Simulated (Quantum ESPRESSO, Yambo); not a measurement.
# Quasiparticle gap of SiO2 (Quartz) in Yambo, part 2 of 3

Wanted: ground state, empty states, screening and self-energy for SiO2 (Quartz).

Quantum ESPRESSO 7.5 and Yambo 5.3.0; LDA and many-body steps on it, plane waves. Known limits of the many-body steps: not at the basis limit; coarse k mesh.

So far. Step 2 (Ground state): The gap is indirect, with the least direct gap 0.32 eV higher. Step 3 (Bands along the symmetry lines): The gap is 5.801 eV, as in the run before at this level.

### Step 4. Empty states on the mesh, 3×3×2 mesh, 190 bands

Level of this step: DFT, LDA, plane waves, norm-conserving pseudopotentials (Quantum ESPRESSO).

The sums over transitions need many empty states on a uniform mesh; this step solves for them.

Contents of pw.in:

```
&control
  calculation = 'nscf'
  prefix = 'x'
  outdir = 'o'
  pseudo_dir = 'pseudo'
/
&system
  ibrav = 0
  nat = 9
  ntyp = 2
  ecutwfc = 72.0
  nbnd = 190
  force_symmorphic = .true.
/
&electrons
  conv_thr = 1e-9
  electron_maxstep = 80
  diago_full_acc = .true.
  diago_thr_init = 5e-6
/
ATOMIC_SPECIES
  Si 28.085 Si.upf
  O 15.999 O.upf
CELL_PARAMETERS angstrom
  4.9158000000 0.0000000000 0.0000000000
  -2.4579000000 4.2572076799 0.0000000000
  0.0000000000 0.0000000000 5.4091000000
ATOMIC_POSITIONS crystal
  Si 0.5303000000 0.0000000000 0.3333333333
  Si 0.0000000000 0.5303000000 0.6666666667
  Si 0.4697000000 0.4697000000 0.0000000000
  O 0.1462000000 0.4142000000 0.8810000000
  O 0.5858000000 0.7320000000 0.2143333333
  O 0.2680000000 0.8538000000 0.5476666667
  O 0.4142000000 0.1462000000 0.1190000000
  O 0.7320000000 0.5858000000 0.7856666667
  O 0.8538000000 0.2680000000 0.4523333333
K_POINTS automatic
  3 3 2 0 0 0
```

Run with:

```console
OMP_NUM_THREADS=1 mpirun -n 4 pw.x -nk 4 -in pw.in > pw.out
```

Output:

```text
[banner, memory and clock lines left out]
Program PWSCF v.7.5 starts

     Atomic positions and unit cell read from directory:
     o/x.save/

     Message from routine setup:
     using ibrav=0 with symmetry is DISCOURAGED, use correct ibrav instead

     G-vector sticks info

     bravais-lattice index     =            0
     lattice parameter (alat)  =       9.2895  a.u.
     unit-cell volume          =     763.9073 (a.u.)^3
     number of atoms/cell      =            9
     number of atomic types    =            2
     number of electrons       =        48.00
     number of Kohn-Sham states=          190
     kinetic-energy cutoff     =      72.0000  Ry
     charge density cutoff     =     288.0000  Ry
     Exchange-correlation= SLA  PW   NOGX NOGC
                           (   1   4   0   0   0   0   0)

     celldm(1)=   9.289516  celldm(2)=   0.000000  celldm(3)=   0.000000
     celldm(4)=   0.000000  celldm(5)=   0.000000  celldm(6)=   0.000000

     crystal axes: (cart. coord. in units of alat)
               a(1) = (   1.000000   0.000000   0.000000 )
               a(2) = (  -0.500000   0.866025   0.000000 )
               a(3) = (   0.000000   0.000000   1.100350 )

     reciprocal axes: (cart. coord. in units 2 pi/alat)
               b(1) = (  1.000000  0.577350 -0.000000 )
               b(2) = (  0.000000  1.154701  0.000000 )
               b(3) = (  0.000000 -0.000000  0.908802 )
     Pseudo is Norm-conserving + core correction, Zval =  4.0
     Generated using ONCVPSP code by D. R. Hamann
     Using radial grid of 1510 points,  6 beta functions with:
     Pseudo is Norm-conserving + core correction, Zval =  6.0
     Generated using ONCVPSP code by D. R. Hamann
     Using radial grid of  926 points,  5 beta functions with:
     Si                4.00    28.08500     Si( 1.00)
     O                 6.00    15.99900     O ( 1.00)

      2 Sym. Ops. (no inversion) found

   Cartesian axes

     site n.     atom                  positions (alat units)
         1        Si     tau(   1) = (   0.5303000   0.0000000   0.3667833  )
         2        Si     tau(   2) = (  -0.2651500   0.4592533   0.7335666  )
         3        Si     tau(   3) = (   0.2348500   0.4067721   0.0000000  )
         4        O      tau(   4) = (  -0.0609000   0.3587077   0.9694083  )
         5        O      tau(   5) = (   0.2198000   0.6339306   0.2358417  )
         6        O      tau(   6) = (  -0.1589000   0.7394125   0.6026250  )
         7        O      tau(   7) = (   0.3411000   0.1266129   0.1309416  )
         8        O      tau(   8) = (   0.4391000   0.5073177   0.8645082  )
         9        O      tau(   9) = (   0.7198000   0.2320948   0.4977249  )

     number of k points=     8
                       cart. coord. in units 2pi/alat
        k(    1) = (   0.0000000   0.0000000   0.0000000), wk =   0.1111111
        k(    2) = (   0.0000000   0.0000000  -0.4544009), wk =   0.1111111
        k(    3) = (   0.0000000   0.3849002   0.0000000), wk =   0.4444444
[...]
k(    7) = (  -0.3333333   0.1924501   0.0000000), wk =   0.2222222
        k(    8) = (  -0.3333333   0.1924501  -0.4544009), wk =   0.2222222

     Dense  grid:    63145 G-vectors     FFT dimensions: (  54,  54,  60)

     The potential is recalculated from file :
     o/x.save/charge-density

     Starting wfcs are   36 randomized atomic wfcs +  154 random wfcs

     Band Structure Calculation

     End of band structure calculation

          k = 0.0000 0.0000 0.0000 (  7935 PWs)   bands (ev):

   -16.9641 -15.3827 -15.3827 -14.7118 -14.6689 -14.6689  -6.1251  -6.1251
    -3.3212  -3.2978  -3.1291  -3.1291  -0.8184  -0.8184  -0.5568  -0.3047
     0.6468   0.6468   0.6786   1.1626   1.1626   1.4807   1.8479   1.8479
[...]
[... 12 further rows ...]
[...]
71.2799  71.2799  72.1378  72.2135  72.6039  72.6595

          k = 0.0000 0.0000-0.4544 (  7912 PWs)   bands (ev):

[...]
[... 12 further rows ...]
[...]
70.7275  70.9416  71.1227  71.1227  71.1832  71.7687

          k = 0.0000 0.3849 0.0000 (  7882 PWs)   bands (ev):

[...]
32.8388  33.0733  33.5110  33.8314  34.3217  34.9176  35.2029  35.7642
     [... 12 further rows ...]
    68.4867  68.5734  69.1439  69.4801  69.6707  69.8475  70.4566  70.5540
    71.2201  71.7122  72.1093  72.4730  72.6239  72.8379

          k = 0.0000 0.3849-0.4544 (  7896 PWs)   bands (ev):

     [... further k-points ...]

     highest occupied, lowest unoccupied level (ev):     2.1721    7.9734

     XML data file, pseudopotentials, collected wavefunctions
```

Wall time 35 s (4 MPI ranks of Arm Neoverse V1, shared host); peak memory 0.78 GiB; 2.4 min of CPU time.

This step gave:

| Item | Value |
| --- | --- |
| gap | 5.801 eV |
| k of the valence top | 0.3333, 0.3333, 0 |
| k of the conduction bottom | 0, 0, 0 |
| least direct gap | 6.125 eV |
| k points computed | 8 |
| lowest point of the top converged band, above the valence top | 69.5966 eV |

On this mesh the gap is 5.801 eV.

### Step 5. Conversion and set-up

This step: Yambo 5.3.0; conversion and set-up on LDA, plane waves, norm-conserving pseudopotentials.

The states are converted to the many-body program's format and the q mesh is built.

Run with:

```console
(cd o/x.save; p2y > p2y.log; mv SAVE ../..); yambo > setup.log
```

Output:

```text
 Yambo, version 5.3.0

 [02] CORE Variables Setup
 =========================

  [02.01] Unit cells
  ==================

  Cell kind             :  HCP
  Atoms in the cell     :  Si  O
  number of Si atoms    :  3
  number of O  atoms    :   6

  List of atomic masses
  Mass of Si    :  28.08500
  Mass of O     :  15.99900

  List of atomic coordinates    : [cc]
  Si1       :  4.926230  0.000000  3.407239  order 1
  Si2       : -2.463115  4.266240  6.814478  order 2
  Si3       :  2.181643  3.778716  0.000000  order 3
  O1       : -0.565732  3.332221  9.005333  order 4
  O2       :  2.041836  5.888908  2.190855  order 5
  O3       : -1.476104  6.868784  5.598094  order 6
  O4       :  3.168654  1.176173  1.216384  order 7
  O5       :  4.079026  4.712736  8.030863  order 8
  O6       :  6.686593  2.156048  4.623624  order 9

  Alat factors          :   9.28952   8.04496  10.22172 [a.u.]
  Direct lattice volume :  763.9073 [a.u.]
  Direct lattice vectors:  A[ 1 ]  A[ 2 ]  A[ 3 ]
   A[ 1 ]:  1.000000  0.000000  0.000000  [iru]
   9.289516  0.000000  0.000000  [cc]
   A[ 2 ]: -0.500000  1.000000  0.000000  [iru]
  -4.644758  8.044957  0.000000  [cc]
   A[ 3 ]:  0.000000  0.000000  1.000000  [iru]
    0.00000   0.00000  10.22172  [cc]

  Recip. lattice volume :  0.324712 [a.u.]
  Recip. lattice vectors:  B[ 1 ]  B[ 2 ]  B[ 3 ]
   B[ 1 ]:  1.000000  0.500000  0.000000  [iku]
   0.676374  0.390505 -0.000000  [cc]
   B[ 2 ]:  0.000000  1.000000  0.000000  [iku]
   0.000000  0.781009  0.000000  [cc]
   B[ 3 ]:  0.000000  0.000000  1.000000  [iku]
   0.000000 -0.000000  0.614690  [cc]

  [02.02] Symmetries
  ==================

  Inversion symmetry    : yes
  Spatial inversion     : no
  Inversion index       :  3
  K-space Time-reversal : yes
  Magnetic symmetries   : no
  Time-reversal derived K-space symmetries:   3   4
  Group table correct   : yes
  Symmetries units      :  [cc]

   [S 1]:   1.0000       0.0000       0.0000      0.18933E-16   1.0000       0.0000       0.0000       0.0000       1.0000
   [S 2]: -0.500000  0.866025  0.000000  0.866025  0.500000  0.000000  0.000000  0.000000 -1.000000
   [S*3]:  -1.0000      -0.0000      -0.0000     -0.18933E-16  -1.0000      -0.0000      -0.0000      -0.0000      -1.0000
   [S*4]:  0.500000 -0.866025 -0.000000 -0.866025 -0.500000 -0.000000 -0.000000 -0.000000  1.000000

  [02.03] Reciprocal space
  ========================

  nG shells         :  2772
  nG charge         :   63145
  nG WFs            :   9381
  nC WFs            :   7935
  G-vecs. in first 80 shells:  [ Number ]
     1    3    9   21   23   29   41   53   59
    71   83   85   97  109  121  145  157  163
   187  199  211  213  225  237  243  267  279
[...]
973   997  1009  1011  1035  1047  1071  1083
  ...
  Shell energy in first 80 shells:  [ mHa ]
[...]
K_min[ 3 ] :  0.000000  0.000000 -0.500000 [rlu]
  Grid dimensions      :  3  3  2
  K lattice UC volume  :  0.018040 [a.u.]

  IBZ K-points                                      :   8
  BZ  K-points                                      :  18

  K/Q-points units:
  rlu = crystal or reduced units; cc = cartesian coordinates; iku = interal k-units

  K [1]          [rlu]:  0.000000  0.000000  0.000000
         WF components:   7935
  K [2]          [rlu]:  0.000000  0.000000 -0.500000
         WF components:   7912
  K [3]          [rlu]:  0.000000  0.333333  0.000000
         WF components:   7882
  K [4]          [rlu]:  0.000000  0.333333 -0.500000
         WF components:   7896
  K [5]          [rlu]:  0.333333  0.333333  0.000000
         WF components:   7866
  [... 2 further k-points ...]
  K [8]          [rlu]: -0.333333  0.333333 -0.500000
         WF components:   7896

  [02.05] Energies & Occupations
  ==============================

  [X] === General ===
  [X] Electronic Temperature                        :  0.000000  0.000000 [eV K]
  [X] Bosonic    Temperature                        :  0.000000  0.000000 [eV K]
  [X] Finite Temperature mode                       : no
  [X] El. density                                   :  0.42403E+24 [cm-3]
  [X] Fermi Level                                   :  2.172053 [eV]

  [X] === Gaps and Widths ===
  [X] Conduction Band Min                           :  5.801365 [eV]
  [X] Valence Band Max                              :  0.000000 [eV]
  [X] Filled Bands                                  :  24
  [X] Empty Bands                                   :   25  190
  [X] Direct Gap                                    :  6.125498 [eV]
  [X] Direct Gap localized at k                     :  1
  [X] Indirect Gap                                  :  5.801365 [eV]
  [X] Indirect Gap between kpts                     :   5   1
  [X] Last valence band width                       :  0.596915 [eV]
  [X] 1st conduction band width                     :  3.097078 [eV]

  E @ K [1]:  [eV]
  -19.13618 -17.55474 -17.55474 -16.88388 -16.84100 -16.84100  -8.29712  -8.29712
[...]
occ @ K [1]
[...]
E @ K [2]:  [eV]
[...]
occ @ K [2]
[...]
E @ K [3]:  [eV]
[...]
occ @ K [3]
[...]
E @ K [4]:  [eV]
[...]
occ @ K [4]
[...]
E @ K [5]:  [eV]
[...]
occ @ K [5]
[...]
[... 2 further k-points ...]
  E @ K [8]:  [eV]
[...]
occ @ K [8]
[...]
0.000000  0.000000  0.000000  0.000000  0.000000  0.000000  0.000000  0.000000
   0.000000  0.000000  0.000000  0.000000  0.000000  0.000000  0.000000  0.000000

 [03] Transferred momenta grid and indexing
 ==========================================

 IBZ Q-points                                      :   8
 BZ  Q-points                                      :  18

 K/Q-points units:
 rlu = crystal or reduced units; cc = cartesian coordinates; iku = interal k-units

 Q [1]          [rlu]:  0.000000  0.000000  0.000000
 Q [2]          [rlu]:  0.000000  0.000000 -0.500000
 Q [3]          [rlu]:  0.72872E-17  0.33333       0.0000
[...]
Q [7]          [rlu]: -0.333333  0.333333  0.000000
 Q [8]          [rlu]: -0.333333  0.333333 -0.500000

  [03.01] X indexes
  =================

   [03.01.01] Sigma indexes
   ========================

 [06] Game Over & Game summary
```

Elapsed: 2.4 s, on 1 MPI rank; peak memory 0.24 GiB.

(Continued in part 3 of 3.)

[Paths, hosts, dates, memory and timing lines, banners, echoed tables and standing remarks are left out of the program output.]

[Logs are printed without paths, hosts, clocks, repeated set-up lines and the standing remarks that a program may print on its own settings, such as how far it seeks lower states.]

[Runs of the session that timed out or met a known fault of the program may be left out.]

[Hosts, paths, dates, database ids (printed as entryN), source tags and the programs' standing remarks are cut or masked in the printed files.]
